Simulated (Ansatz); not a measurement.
# Ionic liquid BMIM+ methanesulfonate with water at 400 K: how far the k-mesh must go

A convergence test: the same geometry at several values of the k-mesh.

Method: Kohn-Sham DFT, r2SCAN+D3(BJ), PAW set soft_1, plane waves, in Ansatz 0.2.0.

## Step 1: Set-up

The cell holds 108 atoms: 27 C, 6 N, 60 H, 3 S and 12 O. Cell: a = 10.310 Å, b = 10.310 Å, c = 10.310 Å, α = 90.0°, β = 90.0°, γ = 90.0°. 3 BMIM+, 3 methanesulfonate, 3 H2O placed at random, at 1.15 g/cm^3; overlaps pushed apart, then 10 ps at 700 K with MMFF94 bonds, angles, torsions, charges and radii (Halgren, J. Comput. Chem. 17, 490 (1996)) in harmonic and 12-6 forms; SPC/E water (Berendsen, Grigera and Straatsma, J. Phys. Chem. 91, 6269 (1987)); charges of ions scaled by 0.8. Snapshot after 30 ps at 400 K and fixed volume.

## Step 2: Script and output

The structure comes from a classical simulation and is read from a file. A smearing of 0.025 eV is typed, for levels that come near the Fermi level; it changes nothing where a wide gap is open. A dispersion term (D3(BJ)) is added because semilocal functionals miss the attraction between layers or molecules. The PAW files are read from a folder beside the script (Ansatz's set soft_1), and the density starts from superposed atoms. These files were made with PBE and serve the other functionals as an approximation. No cutoff is typed, so the potentials' recommended one is used (500 eV). The densest mesh is the reference.

The input, POSCAR:

```
H20C9SN2O4
1.0
  10.3100 0.0000 0.0000
  0.0000 10.3100 0.0000
  0.0000 0.0000 10.3100
C H N O S
27 60 6 12 3
Direct
  0.30700 0.94747 0.84525
  0.26540 0.99103 0.71229
  0.17617 0.11074 0.71252
  0.12893 0.14042 0.57423
  0.31288 0.27499 0.49564
  0.41386 0.25660 0.41808
  0.49508 0.05920 0.28374
  0.30477 0.07736 0.42130
  0.29199 0.74384 0.15312
  0.41514 0.70594 0.09328
  0.48194 0.61208 0.18685
  0.63026 0.59201 0.14190
  0.71621 0.35641 0.13077
  0.79910 0.29088 0.20441
  0.86091 0.30454 0.44696
  0.74170 0.46607 0.31813
  0.08387 0.62788 0.58282
  0.13070 0.65682 0.71631
  0.03822 0.71549 0.80801
  0.93148 0.61622 0.85354
  0.04572 0.40383 0.89541
  0.08663 0.34122 0.00832
  0.09936 0.40643 0.24321
  0.03601 0.54431 0.05673
  0.80000 0.92377 0.42917
  0.53314 0.72238 0.64104
  0.61295 0.20668 0.81071
  0.37663 0.01919 0.88693
  0.35667 0.85540 0.84484
  0.21812 0.94870 0.90748
  0.21802 0.91174 0.65630
  0.35728 0.01814 0.65779
  0.09651 0.09991 0.77846
  0.23175 0.19484 0.74132
  0.06533 0.05349 0.53887
  0.07088 0.22714 0.56781
  0.26434 0.34578 0.55695
  0.48879 0.31868 0.37707
  0.58306 0.11191 0.26143
  0.43646 0.03925 0.19786
  0.51828 0.96352 0.31809
  0.28007 0.97652 0.42084
  0.29652 0.81754 0.22450
  0.24635 0.66526 0.20124
  0.22781 0.79139 0.07248
  0.47237 0.79278 0.07512
  0.39053 0.66378 0.00023
  0.48309 0.64504 0.28708
  0.43491 0.51962 0.18709
  0.68819 0.67842 0.17111
  0.63836 0.57811 0.03906
  0.67815 0.33830 0.03820
  0.84592 0.19892 0.18748
  0.77617 0.27911 0.50857
  0.91582 0.21904 0.43264
  0.92032 0.37825 0.49039
  0.72738 0.54033 0.39313
  0.99641 0.56968 0.59379
  0.14748 0.58332 0.51691
  0.05670 0.71203 0.52494
  0.17171 0.56575 0.75788
  0.21473 0.72371 0.70649
  0.98874 0.79243 0.76571
  0.09034 0.75020 0.89681
  0.87494 0.66555 0.92127
  0.87742 0.55909 0.79015
  0.03972 0.38470 0.79509
  0.12511 0.24546 0.02470
  0.19904 0.43528 0.25096
  0.09210 0.29862 0.25065
  0.04434 0.45255 0.32018
  0.01209 0.64178 0.09436
  0.77631 0.01975 0.39288
  0.84112 0.92512 0.52381
  0.71878 0.85514 0.42695
  0.61011 0.72599 0.71020
  0.46406 0.78473 0.68341
  0.55436 0.76404 0.54674
  0.55570 0.14656 0.87347
  0.57398 0.22104 0.71558
  0.61445 0.29964 0.84601
  0.76172 0.91614 0.04123
  0.69918 0.91980 0.89576
  0.41016 0.40842 0.86068
  0.34635 0.38931 0.00438
  0.01848 0.97917 0.15996
  0.95738 0.08142 0.05557
  0.23973 0.16562 0.49465
  0.41212 0.13004 0.37579
  0.69010 0.47262 0.20018
  0.80435 0.35364 0.32658
  0.99999 0.52167 0.93515
  0.07219 0.43371 0.10789
  0.90872 0.70976 0.35545
  0.85918 0.88364 0.20285
  0.04517 0.90972 0.35260
  0.36176 0.55608 0.56455
  0.57871 0.48234 0.58171
  0.45020 0.52362 0.77606
  0.85145 0.21906 0.70569
  0.82629 0.15636 0.92654
  0.76415 0.00282 0.75626
  0.68579 0.88970 0.98699
  0.37789 0.34337 0.92499
  0.03073 0.06522 0.11692
  0.92004 0.84666 0.32379
  0.47710 0.55554 0.63886
  0.77846 0.13841 0.79629
```

The input, converge.py:

```python
import time
import warnings
import numpy as np
from ase.io import read
import ansatz as az

warnings.simplefilter("ignore", az.DeckWarning)
atoms = read("POSCAR")
print("formula", atoms.get_chemical_formula(mode="reduce") if len(atoms) < 20 else atoms.get_chemical_formula())
print("cell (A, deg)", np.round(atoms.cell.cellpar(), 3))

base = (
    az.Crystal.from_ase(atoms)
    .calculation()
    .functional("r2scan", dispersion="d3bj")
    .pseudopotentials("paw", azcp={"folder": "./paw"}, xc_functional="pbe")
    .occupations("gaussian", width=0.025)
    .forces()
    .band_table()
)

def gap_of(report):
    e = np.concatenate(report["eigenvalues_ev"]); f = np.concatenate(report["occupations"])
    f = f / f.max()  # a half-filled level counts on both sides, so the gap is then zero
    return e[f > 0.3].max(), e[f < 0.7].min()

rows = []
for mesh in [[1, 1, 1], [2, 2, 2], [3, 3, 3]]:
    start = time.time()
    try:
        r = base.kpoints(*mesh).run(threads=4).report
    except az.AnsatzError as error:
        print(mesh, 'failed:', str(error)[:110])
        continue
    homo, lumo = gap_of(r)
    rows.append((mesh, r['free_energy_ev'] / len(atoms), np.array(r['forces_ev_ang']), max(lumo - homo, 0), np.nan, r['n_iterations'], time.time() - start))
    print(mesh, f"F = {r['free_energy_ev']:.4f} eV, {r['n_iterations']} iterations, {time.time() - start:.0f} s", flush=True)

ref = rows[-1]
scale = np.sqrt(np.mean(ref[2] ** 2))
print(f"r.m.s. force of the reference: {scale:.3f} eV/A")
print("      k-mesh  dE (meV/atom)  dF rms (meV/A)  dF (%)  gap (eV)  iter  time (s)")
for name, e, f, gap, p, n, t in rows:
    df = np.sqrt(np.mean((f - ref[2]) ** 2))
    print(f"{str(name):>12s} {1000 * (e - ref[1]):14.2f} {1000 * df:15.2f} {100 * df / scale:7.2f} {gap:9.3f} {n:5d} {t:9.1f}")
```

Started as:

```console
$ python converge.py
```

Log:

```text
formula C27H60N6O12S3
cell (A, deg) [10.31 10.31 10.31 90.   90.   90.  ]
[1, 1, 1] F = -19605.0514 eV, 12 iterations, 33 s
RunWarning: concurrent solve slots capped 4 → 2: at 4 slots the entry's largest phase would hold 8.52 GiB against the 7.20 GiB of host memory that it is priced against; at 2 slots it would hold 6.20 GiB (results are unchanged, but for whatever memory decides [...]
[2, 2, 2] F = -19605.0547 eV, 12 iterations, 112 s
RunWarning: concurrent solve slots capped 4 → 1: at 4 slots the entry's largest phase would hold 9.69 GiB against the 7.20 GiB of host memory that it is priced against; at 1 slot it would hold 6.44 GiB (results are unchanged, but for whatever memory decides [...]
[3, 3, 3] F = -19605.0547 eV, 12 iterations, 341 s
r.m.s. force of the reference: 0.969 eV/A
      k-mesh  dE (meV/atom)  dF rms (meV/A)  dF (%)  gap (eV)  iter  time (s)
   [1, 1, 1]           0.03            2.54    0.26     3.525    12      32.8
   [2, 2, 2]          -0.00            0.00    0.00     3.514    12     111.9
   [3, 3, 3]           0.00            0.00    0.00     3.517    12     340.7
```

Run time: 8.1 min. Hardware: 4 threads of Intel Xeon Platinum 8488C (Sapphire Rapids), shared host; peak memory 6 GiB.

## Step 3: Summary of results

- reference run: 3×3×3, 5.7 min
- r.m.s. force component of the reference: 0.969 eV/Å
- largest r.m.s. force difference: 2.54 meV/Å (1×1×1)
- smallest r.m.s. force difference: 0.00494 meV/Å (2×2×2)
- energy differences: 0 to 0.0300 meV/atom

What this shows: The cheapest setting whose forces lie within 1 % of the reference is 1×1×1, at 0.096 times the reference's time. The cell is far from relaxed, so 1 % of its forces is a lenient mark. Notices that the program raised in these runs, those on memory apart (the script silences some of them): dispersion damping borrowed. The cell is one small sample, a snapshot of a classical melt.

[Logs are printed without paths, hosts, clocks, repeated set-up lines and the standing remarks that a program may print on its own settings, such as how far it seeks lower states.]

[Hosts, paths, dates, database ids (printed as entryN), source tags and the programs' standing remarks are cut or masked in the printed files.]

[Scripts of this kind were picked in part by their result: those with far moves, changed bonds, near-zero gaps or large misses at database cells are mostly left out.]

[The MMFF94 radii named for the starting cell were scaled by 0.96; in molecules described by MMFF94, hydrogen bound to N, O or S took a small fixed 12-6 site in their place.]
